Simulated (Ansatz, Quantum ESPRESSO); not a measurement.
**Mode couplings of Rh (Fm-3m) in a second program**

Wanted: phonons, linewidths and couplings of Rh (Fm-3m) from a second program. The first relaxation steps of the session are not shown, so no cell shown is the starting entry, unless a step says so.

Method: DFT PBE, scalar-relativistic, plane waves, PAW; PAW set soft_1, in the first sound run; inputs show where later runs differ, in Ansatz 0.2.0 and Quantum ESPRESSO 7.5.

Most raw output is cut from this account.

## Step 1: The cell after earlier relaxation steps

It takes space group Fm-3m (No. 225, cubic). The conventional cell has a = 3.836 Å, b = 3.836 Å, c = 3.836 Å, α = 90.00°, β = 90.00°, γ = 90.00°. Rh has 12 Rh at 2.71 Å nearest.

## Step 2: Relaxation

Lattice constant and positions set the bands and the force constants, so the cell is relaxed first. Earlier relaxation steps are not shown.

input.yaml reads:

```yaml
crystal:
  lattice:
    - [0.0, 1.9179927686, 1.9179927686]
    - [1.9179927686, 0.0, 1.9179927686]
    - [1.9179927686, 1.9179927686, 0.0]
  atoms:
    - { symbol: Rh, position: [0.0, 0.0, 0.0] }
kpoints:
  mp_grid: { grid: [14, 14, 14] }
hamiltonian:
  xc: pbe
  pseudopotentials: { kind: paw, azcp: { folder: soft_1 } }
scf:
  occupations: { method: gaussian, width: 0.1 }
output:
  forces: true
  stress: true
  eigenvalues: true
relax:
  adjacent_minimum: "off"
  f_tol: 0.005
  max_steps: 80
  cell: { stress_tol: 0.05 }
```

Launch:

```sh
ansatz run input.yaml --threads 4 --pin off --max-ram 12288MiB --backend cpu --events-out ev --progress --plain --runs-dir out
```

The job ended after 1.7 s (4 threads of Arm Neoverse V1, shared host; peak memory 0.29 GiB; 5.7 s of CPU time).

The steps of the relaxation:

```
step  energy less that of the first step (eV)  largest force component (eV/Å)  pressure (GPa)  volume (Å³)
   1                                   0.0000                          0.0000           -1.10        14.11
   2                                  -0.0001                          0.0000            0.97        14.00
   3                                  -0.0003                          0.0000           -0.01        14.05
   4                                  -0.0002                          0.0000           -0.01        14.05
```

The log counts 1 steps on a newly chosen plane-wave basis, not all of them marked here; energy and pressure can jump at such steps.

```
conventional cell, symmetrised  before  after  change
                         a (Å)   3.836  3.830  -0.1 %
                         b (Å)   3.836  3.830  -0.1 %
                         c (Å)   3.836  3.830  -0.1 %
              volume (Å³/atom)   14.11  14.05  -0.4 %
```

The relaxed structure:

```xyz
1
Lattice="0.0000 1.9152 1.9152 1.9152 0.0000 1.9152 1.9152 1.9152 0.0000" Properties=species:S:1:pos:R:3 pbc="T T T"
Rh    0.0000    0.0000    0.0000
```

This step gave:

```yaml
pressure: -0.005804 GPa
volume_per_atom: 14.05 Å³/atom
metallic_on_mesh: yes
gap_on_the_k_mesh: 0 eV
```

The largest force is now zero by symmetry and the largest stress component 0.0058 GPa.

## Step 3: Ground state with pw.x

ph.x needs a tightly converged ground state on the same k mesh; the cell is that of the step before.

This step: DFT PBE, scalar-relativistic, plane waves, GBRV ultrasoft pseudopotentials (Quantum ESPRESSO 7.5).

pw.in reads:

```
 &control
    calculation='scf',
    prefix='x',
    outdir='./tmp',
    pseudo_dir='./pseudo',
    tprnfor=.true.,
    tstress=.true.,
 /
 &system
    ibrav=0,
    nat=1,
    ntyp=1,
    ecutwfc=45.0,
    ecutrho=360.0,
    occupations='smearing',
    smearing='fd',
    degauss=0.00734986,
    nbnd=15,
 /
 &electrons
    conv_thr=1.0d-11,
    mixing_beta=0.5,
 /
ATOMIC_SPECIES
 Rh    102.9055  Rh.upf
CELL_PARAMETERS angstrom
     0.000000000    1.915244165    1.915244165
     1.915244165    0.000000000    1.915244165
     1.915244165    1.915244165    0.000000000
ATOMIC_POSITIONS crystal
 Rh     0.000000000   0.000000000   0.000000000
K_POINTS automatic
 15 15 15 0 0 0
```

Launch:

```sh
OMP_NUM_THREADS=1 mpirun -n 4 pw.x -nk 4 -in pw.in > pw.x.log
```

Elapsed: 5 s, on 4 MPI ranks; 20 s of CPU time.

This step gave:

* pressure: 0.7850 GPa

With these potentials, mesh and smearing the cell is at 0.78 GPa.

## Step 4: Second program, linear response: Fermi–Dirac smearing of 0.1 eV

ph.x gives each mode's frequency and linewidth; λ of a mode follows from Gaussian double-delta sums over the k mesh, here at four widths.

ph.in reads:

```
phonons and couplings
 &inputph
    prefix='x',
    outdir='./tmp',
    tr2_ph=1.0d-15,
    fildyn='x.dyn',
    fildvscf='dvscf',
    ldisp=.true.,
    nq1=3,
    nq2=3,
    nq3=3,
    electron_phonon='simple',
    el_ph_ngauss=0,
    el_ph_sigma=0.00734986,
    el_ph_nsigma=4,
    alpha_mix(1)=0.5,
    amass(1)=102.9055,
 /
```

Launch:

```sh
OMP_NUM_THREADS=1 mpirun -n 4 ph.x -nk 4 -in ph.in > ph.x.log
```

Elapsed: 9.9 min, on 4 MPI ranks; 40 min of CPU time.

This step gave:

* highest frequency, solved or plainly interpolated: 219.0 cm⁻¹
* omega log against width: 20.3, 19.91, 19.84, 19.84 meV, at widths 0.1 to 0.4 eV

As ph.x prints them, no sum rule imposed; at the zone centre the sum is no linewidth. Double-delta sums:

```
q1      q2       q3  star  mode  omega (meV)  lambda_q, sigma 0.1 eV  lambda_q, sigma 0.2 eV  lambda_q, sigma 0.3 eV  lambda_q, sigma 0.4 eV  half width at sigma 0.2 (meV)
 0       0        0     1     1       0.4383                       0                       0                       0                       0                        8.27e-5
 0       0        0     1     2       0.4383                       0                       0                       0                       0                        8.27e-5
 0       0        0     1     3       0.4383                       0                       0                       0                       0                        8.27e-5
 0       0   0.3333     8     1        14.08                  0.2248                  0.1871                  0.1811                  0.1777                        0.07849
 0       0   0.3333     8     2        14.08                  0.2248                  0.1871                  0.1811                  0.1777                        0.07849
 0       0   0.3333     8     3         27.1                  0.1217                  0.1072                  0.0952                  0.0874                         0.1668
 0  0.3333   0.3333     6     1        19.25                  0.0711                  0.1061                  0.1236                  0.1288                        0.08333
 0  0.3333   0.3333     6     2        19.25                  0.0711                  0.1061                  0.1236                  0.1288                        0.08333
 0  0.3333   0.3333     6     3        27.15                  0.1195                  0.0848                  0.0915                  0.0969                         0.1324
 0  0.3333  -0.3333    12     1        18.07                  0.1205                  0.2413                  0.2654                  0.2628                          0.167
 0  0.3333  -0.3333    12     2        23.01                  0.1762                  0.1934                  0.2028                  0.2088                          0.217
 0  0.3333  -0.3333    12     3         23.5                  0.4392                  0.3035                   0.277                  0.2661                          0.355
```

Mean over the q mesh without its centre; few wavevectors enter, so none of the widths can be taken as converged. The coupling constant λ, lambda by Gaussian width:

```
Gaussian width (eV)  coupling constant λ, lambda
              0.100                        0.576
              0.200                        0.557
              0.300                        0.563
              0.400                        0.558
```

λ runs from 0.576 at 0.1 eV to 0.558 at 0.4 eV.

## Step 5: Deformation potentials: PseudoDojo files, cutoff 1197.3 eV, Fermi–Dirac smearing of 0.1 eV

The exported deformation potentials allow the same Gaussian double-delta sums that other programs print.

This step: DFT PBE, scalar-relativistic, plane waves, PseudoDojo norm-conserving pseudopotentials (Ansatz 0.2.0).

input.yaml reads:

```yaml
crystal:
  lattice:
    - [0.0, 1.915244165, 1.915244165]
    - [1.915244165, 0.0, 1.915244165]
    - [1.915244165, 1.915244165, 0.0]
  atoms:
    - { symbol: Rh, position: [0.0, 0.0, 0.0] }
kpoints:
  mp_grid: { grid: [10, 10, 10] }
hamiltonian:
  xc: pbe
  pseudopotentials: { kind: nc, accuracy: standard }
scf:
  occupations: { method: fermi_dirac, width: 0.1 }
  n_extra_bands: 10
output:
  eigenvalues: true
basis:
  ecutwfc: 1197.301
phonons:
  method: dfpt
  qmesh: [2, 2, 2]
  temperatures: { t_max: 1000, t_step: 50 }
  qpath:
    path:
      - [[0.0, 0.0, 0.0], [0.5, 0.0, 0.5], [0.625, 0.25, 0.625]]
      - [[0.375, 0.375, 0.75], [0.0, 0.0, 0.0], [0.5, 0.5, 0.5], [0.5, 0.25, 0.75], [0.5, 0.0, 0.5]]
    npoints: 10
  electron_phonon_deformation_potentials: { window_half_width: 2.5 }
```

Launch:

```sh
ansatz run input.yaml --threads 4 --pin off --max-ram 12288MiB --backend cpu --events-out ev --progress --plain --runs-dir out
```

It took 15 s on 4 threads; peak memory 1.2 GiB.

Numbers from this step:

```yaml
zero_point_energy: 0.03122 eV/cell
share_of_imaginary_modes_in_the_plain_interpolation_between_solved_wavevectors: 0
highest_frequency_solved_or_plainly_interpolated: 237.8 cm⁻¹
debye_temperature_second_moment: 321 K
```

Allen's double-delta sum on the run's k mesh, delta = exp(-(x/sigma)^2)/(sigma sqrt(pi)); at the zone centre the sum is no linewidth. Double-delta sums:

```
q1    q2    q3  star  mode  omega (meV)  lambda_q, sigma 0.05 eV  lambda_q, sigma 0.1 eV  lambda_q, sigma 0.2 eV  lambda_q, sigma 0.3 eV  lambda_q, sigma 0.4 eV  half width at sigma 0.2 (meV)  <D²> at sigma 0.2 ((eV/Å)²)  nesting at sigma 0.2 (1/eV²)
 0     0  -0.5     4     1        16.93                 0.009719                 0.08562                 0.09079                  0.1122                  0.1324                        0.06133                        1.298                        0.3703
 0     0  -0.5     4     2        16.93                 0.009719                 0.08562                 0.09079                  0.1122                  0.1324                        0.06133                        1.298                        0.3703
 0     0  -0.5     4     3        29.48                 0.004441                 0.03875                 0.03954                 0.04719                  0.0595                        0.08098                        1.714                        0.3703
 0  -0.5  -0.5     3     1        21.85                   0.1747                  0.2328                  0.2313                  0.2152                  0.1831                           0.26                         2.52                        0.8084
 0  -0.5  -0.5     3     2        21.85                   0.1747                  0.2328                  0.2313                  0.2152                  0.1831                           0.26                         2.52                        0.8084
 0  -0.5  -0.5     3     3           28                   0.2662                  0.2868                  0.1911                  0.1412                  0.1195                         0.3528                         3.42                        0.8084
```

Mean over the q mesh without its centre; few wavevectors enter, so none of the widths can be taken as converged. The coupling constant λ, lambda by Gaussian width:

```
Gaussian width (eV)  coupling constant λ, lambda
              0.050                        0.277
              0.100                        0.443
              0.200                        0.406
              0.300                        0.400
              0.400                        0.394
```

Among the solved wavevectors the lowest mode, translations apart, is 137 cm⁻¹, so these are real on this k mesh.

## Step 6: Ground state with pw.x

This step: DFT PBE, scalar-relativistic, plane waves, PseudoDojo 0.4.1 norm-conserving pseudopotentials (Quantum ESPRESSO 7.5).

pw.in, as its differences from that of step 3:

```diff
@@ -12,4 +12,4 @@
     ntyp=1,
-    ecutwfc=45.0,
-    ecutrho=360.0,
+    ecutwfc=88.0,
+    ecutrho=352.0,
     occupations='smearing',
@@ -17,3 +17,3 @@
     degauss=0.00734986,
-    nbnd=15,
+    nbnd=16,
  /
@@ -32,2 +32,2 @@
 K_POINTS automatic
- 15 15 15 0 0 0
+ 10 10 10 0 0 0
```

Launch:

```sh
OMP_NUM_THREADS=1 mpirun -n 4 pw.x -nk 4 -in pw.in > pw.x.log
```

Run time: 3.7 s. Hardware: 4 MPI ranks.

Numbers from this step:

- pressure: 0.496 GPa

With these potentials, mesh and smearing the cell is at 0.50 GPa.

## Step 7: Second program, linear response: Fermi–Dirac smearing of 0.1 eV (run 2)

ph.in, as its differences from that of step 4:

```diff
@@ -8,5 +8,5 @@
     ldisp=.true.,
-    nq1=3,
-    nq2=3,
-    nq3=3,
+    nq1=2,
+    nq2=2,
+    nq3=2,
     electron_phonon='simple',
```

Launch:

```sh
OMP_NUM_THREADS=1 mpirun -n 4 ph.x -nk 4 -in ph.in > ph.x.log
```

Run time: 98 s. Hardware: 4 MPI ranks; 6.5 min of CPU time.

Numbers from this step:

* omega log against width: 22.45, 21.87, 21.32, 20.98 meV, at widths 0.1 to 0.4 eV

As ph.x prints them, no sum rule imposed; at the zone centre the sum is no linewidth. Double-delta sums:

```
q1   q2   q3  star  mode  omega (meV)  lambda_q, sigma 0.1 eV  lambda_q, sigma 0.2 eV  lambda_q, sigma 0.3 eV  lambda_q, sigma 0.4 eV  half width at sigma 0.2 (meV)
 0    0    0     1     1      -0.3475                       0                       0                       0                       0                        4.14e-5
 0    0    0     1     2      -0.3475                       0                       0                       0                       0                        4.14e-5
 0    0    0     1     3      -0.3475                       0                       0                       0                       0                        4.14e-5
 0    0  0.5     4     1        16.92                  0.0857                  0.0909                  0.1123                  0.1326                        0.06133
 0    0  0.5     4     2        16.92                  0.0857                  0.0909                  0.1123                  0.1326                        0.06133
 0    0  0.5     4     3        29.48                  0.0388                  0.0396                  0.0472                  0.0595                        0.08098
 0  0.5  0.5     3     1        21.84                   0.233                  0.2315                  0.2154                  0.1833                           0.26
 0  0.5  0.5     3     2        21.84                   0.233                  0.2315                  0.2154                  0.1833                           0.26
 0  0.5  0.5     3     3           28                  0.2868                  0.1911                  0.1412                  0.1195                         0.3529
```

Mean over the q mesh without its centre; few wavevectors enter, so none of the widths can be taken as converged. Coupling constant λ, lambda against Gaussian width:

```
Gaussian width (eV)  coupling constant λ, lambda
              0.100                        0.443
              0.200                        0.407
              0.300                        0.401
              0.400                        0.394
```

λ runs from 0.443 at 0.1 eV to 0.394 at 0.4 eV.

## Step 8: Summary of results

| Property | Result |
| --- | --- |
| phonon run of the rows without a label of their own | PBE, q 2×2×2, k 10×10×10 |
| coupling λ by Gaussian sums at 0.2 eV, Quantum ESPRESSO, GBRV, cutoff 612 eV, q 3×3×3, k 15×15×15 | 0.557 |
| coupling λ by Gaussian sums at 0.2 eV, Ansatz, PseudoDojo, cutoff 1197 eV, q 2×2×2, k 10×10×10 | 0.406 |
| coupling λ by Gaussian sums at 0.2 eV, Quantum ESPRESSO, PseudoDojo, cutoff 1197 eV, q 2×2×2, k 10×10×10 | 0.407 |

Under gradient-corrected functionals ph.x can misplace modes where the density is low; no frozen-phonon run checks these frequencies. With the same potentials, cutoff and meshes the two programs' mean λ differ by at most 0.10 % over the four widths. In the last run that gave them, λ from the Gaussian sums is steady within 12 % between widths of 0.1 and 0.4 eV; these sums hold few wavevectors and leave out the zone centre.

[Logs are printed without paths, hosts, clocks, repeated set-up lines and the standing remarks that a program may print on its own settings, such as how far it seeks lower states.]

[Hosts, paths, dates, database ids (printed as entryN), source tags and the programs' standing remarks are cut or masked in the printed files.]
